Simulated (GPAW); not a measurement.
Consider LiHF2 (R-3m).

```cif
data_structure
_symmetry_space_group_name_H-M 'P 1'
_symmetry_Int_Tables_number 1
_cell_length_a 4.6837
_cell_length_b 4.6837
_cell_length_c 4.6837
_cell_angle_alpha 36.505
_cell_angle_beta 36.505
_cell_angle_gamma 36.505
_cell_volume 32.55
loop_
_atom_site_label
_atom_site_type_symbol
_atom_site_fract_x
_atom_site_fract_y
_atom_site_fract_z
_atom_site_occupancy
F1 F 0.58670 0.58670 0.58670 1
F2 F 0.41330 0.41330 0.41330 1
Li3 Li 0.00000 0.00000 0.00000 1
H4 H 0.50000 0.50000 0.50000 1
```

Absorber: atom 1, with 1 H at 1.14 Å and 3 Li at 1.99 Å (distorted tetrahedral, site symmetry 3m). Method: GPAW, LDA, full core hole (charged cell), 28-atom cell with 6.3 Å between holes, 4×4×4 k points, dipole transitions, Gaussian full width 0.9 eV up to 4 eV, rising linearly to 3.5 eV at 25 eV.

Q: What does the F K edge look like?

Main maxima up to 24 eV above the zero (height): 0.8 eV (0.66), 4.6 eV (3.10) and 15.9 eV (0.53). A K edge sees empty p states on the absorber. The total-energy difference plus the lowest empty eigenvalue puts the zero at 692.54 eV. One term is added: -9.89 eV, since the hole is spin-paired here and a spin-polarised one costs that much less in the free atom (computed apart). The photon energy is then 682.65 eV. The functional and the charged cell's background leave an error in such absolute values: in the free atom LDA prices this hole 4.7 eV below PBE (computed apart), and PBE is itself good to a few eV.

The F K spectrum (energy from the lowest empty level; intensity scaled to a mean of 1 over the first 20 eV; polarised curves are means over the symmetry-equivalent atoms):

```
E (eV)  isotropic  ε ⊥ c  ε ∥ c
  -2.0       0.00   0.00   0.00
  -1.5       0.00   0.00   0.00
  -1.0       0.00   0.00   0.00
  -0.5       0.02   0.00   0.05
   0.0       0.16   0.01   0.48
   0.5       0.56   0.02   1.65
   1.0       0.56   0.03   1.64
   1.5       0.28   0.17   0.51
   2.0       0.73   0.76   0.67
   2.5       1.20   1.29   1.00
   3.0       1.51   1.74   1.05
   3.5       1.92   1.86   2.03
   4.0       2.50   1.55   4.40
   4.5       3.08   1.68   5.90
   5.0       2.87   2.23   4.16
   5.5       2.58   2.47   2.82
   6.0       2.51   2.10   3.33
   6.5       2.30   1.53   3.83
   7.0       2.04   1.25   3.62
   7.5       1.77   1.38   2.53
   8.0       1.46   1.50   1.40
   8.5       1.17   1.32   0.88
   9.0       0.94   1.02   0.78
   9.5       0.84   0.87   0.78
  10.0       0.81   0.88   0.68
  10.5       0.75   0.88   0.51
  11.0       0.63   0.77   0.36
  11.5       0.50   0.62   0.27
  12.0       0.39   0.48   0.21
  12.5       0.29   0.35   0.16
  13.0       0.22   0.27   0.13
  13.5       0.21   0.25   0.12
  14.0       0.26   0.32   0.14
  14.5       0.35   0.43   0.17
  15.0       0.44   0.55   0.22
  15.5       0.51   0.62   0.28
  16.0       0.53   0.62   0.34
  16.5       0.50   0.55   0.39
  17.0       0.45   0.47   0.41
  17.5       0.39   0.40   0.39
  18.0       0.36   0.36   0.35
  18.5       0.35   0.36   0.32
  19.0       0.37   0.40   0.30
  19.5       0.41   0.46   0.32
  20.0       0.46   0.52   0.34
  20.5       0.51   0.58   0.36
  21.0       0.56   0.64   0.39
  21.5       0.60   0.69   0.41
  22.0       0.64   0.75   0.43
  22.5       0.69   0.81   0.46
  23.0       0.75   0.87   0.49
  23.5       0.81   0.94   0.53
  24.0       0.86   1.01   0.57
  24.5       0.91   1.08   0.59
  25.0       0.95   1.13   0.59
  25.5       0.97   1.17   0.58
  26.0       0.99   1.20   0.56
  26.5       1.00   1.23   0.53
  27.0       1.00   1.25   0.52
  27.5       1.01   1.25   0.51
  28.0       1.00   1.23   0.53
  28.5       0.97   1.18   0.55
  29.0       0.93   1.11   0.59
  29.5       0.89   1.01   0.63
  30.0       0.84   0.92   0.67
  30.5       0.80   0.84   0.72
  31.0       0.79   0.80   0.77
  31.5       0.79   0.79   0.81
  32.0       0.82   0.81   0.84
```

The holes are only 6.3 Å apart, so the shape is probably not converged with cell size; no larger cell was run here. The mesh is coarse (0.26 Å⁻¹ between points), so small maxima may be mesh ripples. Lifetime broadening is put in by hand, and intensities beyond about 20 eV depend on it and on the partial waves; weight that the partial waves miss at high energy is lost. The structure is a computed Materials Project entry and may be a hypothetical form.

[Banner, clock and machine lines of the logs are left out without a mark of their own.]

[Logs are printed without paths, hosts, clocks, repeated set-up lines and the standing remarks that a program may print on its own settings, such as how far it seeks lower states.]

[Hosts, paths, dates, database ids (printed as entryN), source tags and the programs' standing remarks are cut or masked in the printed files.]

[Lists of maxima count a maximum above −3 eV only where it reaches 4 % of the highest in the window and stands out from its surroundings by 2 % of it (1.5 % where it reaches 55 %); shoulders and weaker maxima are passed over, and of the rest the first, up to two pre-edge ones and the few strongest are named.]
